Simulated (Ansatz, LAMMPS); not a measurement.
# Squeezing and shearing glassy Na2MgSi3O8 (112 atoms), part 5 of 5

How stiff is glassy Na2MgSi3O8 (112 atoms), and how do its levels respond to strain?

Ansatz 0.2.0; Kohn-Sham DFT, PBE, PAW (set soft_2), plane waves.

The cell: 8 Mg, 16 Na, 64 O and 24 Si. The quench rate of 10 K/ps is many orders above laboratory rates. The network of bonds at the start is that of the classical potential that made the cell. Only the Γ point is sampled.

So far. Step 11 (Compressed by 1 % along x): The relaxation converged after 5 steps, 0.0931 eV below its start, with a largest force component of 0.037 eV/Å. Step 11 (Compressed by 1 % along x): Compressed by 1 % along x: the energy stands 0.0263 eV above that of the reference, at a pressure of 0.348 GPa.

### Step 12. Sheared by 2 % in xy

A shear of the relaxed cell gives the modulus that volume changes can't reach.

Input file input.yaml:

```yaml
crystal:
  lattice:
    - [11.84119, 0.37821, 0.02797]
    - [0.37043, 11.06316, 0.17352]
    - [0.02971, 0.1738, 11.42351]
  atoms:
    [... the 112 atom lines of step 4 ...]
kpoints:
  mp_grid: { grid: [1, 1, 1] }
hamiltonian:
  xc: pbe
scf:
  occupations: { method: fermi_dirac, width: 0.05 }
output:
  forces: true
  eigenvalues: true
  stress: true
relax:
  f_tol: 0.05
  max_steps: 70
```

The run is started by

```bash
> ansatz run input.yaml --threads 4 --pin off --max-ram 8192MiB --backend cpu --events-out ev --progress --plain --runs-dir out
```

Numbers of over 12 decimals in the logs are rounded to 6 here.

What it wrote:

```text
[...]
Crystal: 112 atoms, lattice volume = 1494.528 Å³
Basis set: ecut = 420 eV, 29197 PW (Γ), exchange–correlation on 160×150×160 points (8 copies of the dense FFT grid, shifted against one another)
Bands: 464, of which v1, the nominal top of the filled ones, is band 352 counted from 1 (351 counted from 0)
Symmetry: 1 space group operations
[...]
k-points: 1
[...]
SCF iter   1: F=—  HF=-90872.036256 eV  |F-HF|=—  |Δ(HF+E_count)|=         —  Δρ=1.94e-3  dr2=8.53e-2  ethr=1.77e-3  ⟨swp⟩=6.0  Hψ=1938  notcnv=0  defer=32
[...]
SCF iter   6: F=-90872.023939 eV  HF=-90872.023931 eV  |F-HF|=7.73e-6  |Δ(HF+E_count)|=   5.04e-6  Δρ=3.27e-5  dr2=1.89e-5  ethr=8.88e-9  ⟨swp⟩=12.0  Hψ=2710  notcnv=0
SCF 1 converged in 6 iterations: F = -90872.023939 eV  dr2 = 1.89e-5
[...]
relax step   1: F+E_penalty+E_count = -90872.02393877 eV  Δ(F+E_penalty+E_count) = +0.000e0 eV  max|allowed force component| = 5.204e-1 eV/Å  Δτ_max = 0.0000 Å  (6 SCF iters, dr2 threshold 6.25e-5 eV, accepted)
[...]
relax step   2: F+E_penalty+E_count = -90872.10238615 eV  Δ(F+E_penalty+E_count) = -7.845e-2 eV  max|allowed force component| = 3.317e-1 eV/Å  Δτ_max = 0.0239 Å  (6 SCF iters, dr2 threshold 1.69e-5 eV, accepted)
[...]
relax step   3: F+E_penalty+E_count = -90872.15126161 eV  Δ(F+E_penalty+E_count) = -4.888e-2 eV  max|allowed force component| = 5.978e-2 eV/Å  Δτ_max = 0.0511 Å  (6 SCF iters, dr2 threshold 6.88e-6 eV, accepted)
relax step   4: F+E_penalty+E_count = -90872.10077425 eV  Δ(F+E_penalty+E_count) = +5.049e-2 eV  max|allowed force component| = 2.131e-1 eV/Å  Δτ_max = 0.2000 Å  (10 SCF iters, rejected (line search))
relax step   5: F+E_penalty+E_count = -90872.15699307 eV  Δ(F+E_penalty+E_count) = -5.731e-3 eV  max|allowed force component| = 5.712e-2 eV/Å  Δτ_max = 0.1000 Å  (9 SCF iters, accepted)
relax step   6: F+E_penalty+E_count = -90872.16065955 eV  Δ(F+E_penalty+E_count) = -3.666e-3 eV  max|allowed force component| = 6.302e-2 eV/Å  Δτ_max = 0.0567 Å  (8 SCF iters, accepted)
relax step   7: F+E_penalty+E_count = -90872.16384831 eV  Δ(F+E_penalty+E_count) = -3.189e-3 eV  max|allowed force component| = 1.536e-2 eV/Å  Δτ_max = 0.0393 Å  (6 SCF iters, dr2 threshold 3.63e-6 eV, accepted)
[...]
relax step   8: F+E_penalty+E_count = -90872.16384859 eV  Δ(F+E_penalty+E_count) = -2.809e-7 eV  max|allowed force component| = 1.543e-2 eV/Å  Δτ_max = 0.0000 Å  (4 SCF iters, accepted)
SCF converged after 4 iterations
Free energy (F): -90872.163849 eV
[...]
Internal energy: -90872.163849 eV  (E = F + TS)
E sigma→0 (E₀):  -90872.163849 eV
Fermi energy:    5.894470 eV
[...]
--- Forces (eV/Å), atoms counted from 1 ---
  atom   1  Mg     0.00518713     0.00632925     0.00921009
  atom   2  Mg     0.00025339    -0.01542942     0.00889787
  atom   3  Mg     0.00678508    -0.00651826    -0.00173025
  atom   4  Mg    -0.00052947     0.00011274    -0.00575631
  atom   5  Mg     0.00201280     0.00170096     0.00629943
  atom   6  Mg    -0.01124207     0.00352083    -0.00120581
  atom   7  Mg    -0.00461962     0.01007138    -0.00725609
  atom   8  Mg    -0.00763686     0.00526105     0.00222250
  atom   9  Na     0.00194849     0.00216264    -0.00078593
  atom  10  Na    -0.00107771     0.00321072     0.00093955
  atom  11  Na    -0.00923738    -0.00203581     0.00207056
  atom  12  Na    -0.00012545     0.00052717     0.00195728
  atom  13  Na    -0.01046939    -0.00070282    -0.00103644
  atom  14  Na     0.00373408     0.00321425    -0.00502325
[...]
atom 111  Si     0.01196858     0.00189413    -0.00298956
  atom 112  Si     0.00441908     0.00384262     0.00117546
  max |Σ_I F_I| component: 5.73e-5 eV/Å
--- Stress (GPa, compression-positive) ---
       -0.035840      -0.520662       0.006796
       -0.520662      -0.153965      -0.059513
        0.006795      -0.059513       0.016472
  P = ⅓ Tr σ = -0.0578 GPa (-0.578 kbar)
--- Band table (eV) ---
[...]
--- Relaxed structure (8 steps of the walk, 7 accepted, 0 SCFs on fresh bases) ---
  F+E_penalty+E_count = -90872.16384859 eV   max|allowed force component| = 1.543e-2 eV/Å
  atoms:
    - { symbol: Mg, position: [0.483464, 0.633912, 0.217729] }
    - { symbol: Mg, position: [0.509326, 0.059798, 0.358093] }
    - { symbol: Mg, position: [0.389262, 0.053942, 0.591172] }
    - { symbol: Mg, position: [0.242855, 0.790881, 0.782532] }
[...]
- { symbol: Si, position: [0.714484, 0.173208, 0.272537] }
```

Wall time 3.1 min (4 threads of Intel Xeon Platinum 8375C at 2.90GHz (Ice Lake), shared host); peak memory 2.2 GiB.

The relaxation converged after 8 steps, 0.140 eV below its start, with a largest force component of 0.015 eV/Å.

Sheared by 2 % in xy: the energy stands 0.0432 eV above that of the reference, at a pressure of -0.0578 GPa.

### Step 13. Pressure against volume

Atoms are relaxed at each volume, in the scaled cell.

| volume change (%) | volume (Å³/atom) | energy change (meV/atom) | pressure (GPa) | largest move on relaxing (Å) | bonds | gap (eV) |
| --- | --- | --- | --- | --- | --- | --- |
| -10 | 12.011 | 16.28 | 4.70 | 0.68 | 225 | 2.83 |
| -6 | 12.545 | 4.97 | 2.20 | 0.63 | 218 | 2.53 |
| -3 | 12.945 | 1.40 | 1.21 | 0.18 | 214 | 2.56 |
| +0 | 13.345 | 0.00 | 0.00 | - | 208 | 2.46 |
| +3 | 13.746 | 1.38 | -1.15 | 0.18 | 208 | 2.37 |
| +6 | 14.146 | 5.33 | -2.15 | 0.91 | 202 | 2.35 |

### Step 14. Uniaxial strain and shear

Stress (GPa, compression positive) less that of the relaxed cell, atoms relaxed:

```
                   strain      xx      yy      zz      xy  energy change (meV/atom)
 stretched by 1 % along x  -0.693  -0.204  -0.227   0.016                      0.30
compressed by 1 % along x   0.674   0.122   0.243   0.015                      0.24
     sheared by 2 % in xy  -0.042  -0.149   0.012  -0.528                      0.39
```

### Step 15. Outcome

The bulk modulus, from the slope of pressure against ln V over the three points nearest the relaxed volume, is 39.3 GPa; between neighbouring points the slope runs 57, 31, 40, 39 and 35 GPa from the smallest volume up, without a steady fall, so no pressure derivative is given. The count of bonds runs from 202 to 225 over the series, so at some points contacts cross the cutoffs. At -10 %, -6 % and +6 % some atom moved by over 0.5 Å on relaxing, so those points may sit in another local minimum. The gap goes from 2.83 eV at the smallest volume to 2.35 eV at the largest, -2.7 eV per unit of ln V by a straight line, not monotonically (lowest 2.35, highest 2.83 eV), on the run's k-points. In the Cartesian axes of the cell, finite differences give C11 = 68.3, C12 = 16.3, C13 = 23.5 and C66 = 26.4 GPa (the shear of 2 % is the engineering strain, εxy = 0.01). The mean of C11, C12 and C13, which equals the bulk modulus in a cubic or isotropic solid, is 36.1 GPa: it agrees with the bulk modulus within 10 %. For an isotropic solid C66 would equal (C11 − C12)/2 = 26.0 GPa; so small a sample needn't be isotropic, and C66 rests on one shear. With the bulk modulus and C66 as K and G, Young's modulus would be about 65 GPa and Poisson's ratio 0.23.

Caveats: Strains are finite and relaxations stop at the force tolerance of the input, which can leave moduli too stiff; they are those of a static cell at zero temperature. Volumes are changed with the cell's shape held, so in an anisotropic solid the modulus lies over the one under free hydrostatic load. The program notes that the SCF threshold of the relaxations is loose for the stress.

The DFT runs together took 37 min of wall time.

[Logs are printed without paths, hosts, clocks, repeated set-up lines and the standing remarks that a program may print on its own settings, such as how far it seeks lower states.]

[Hosts, paths, dates, database ids (printed as entryN), source tags and the programs' standing remarks are cut or masked in the printed files.]
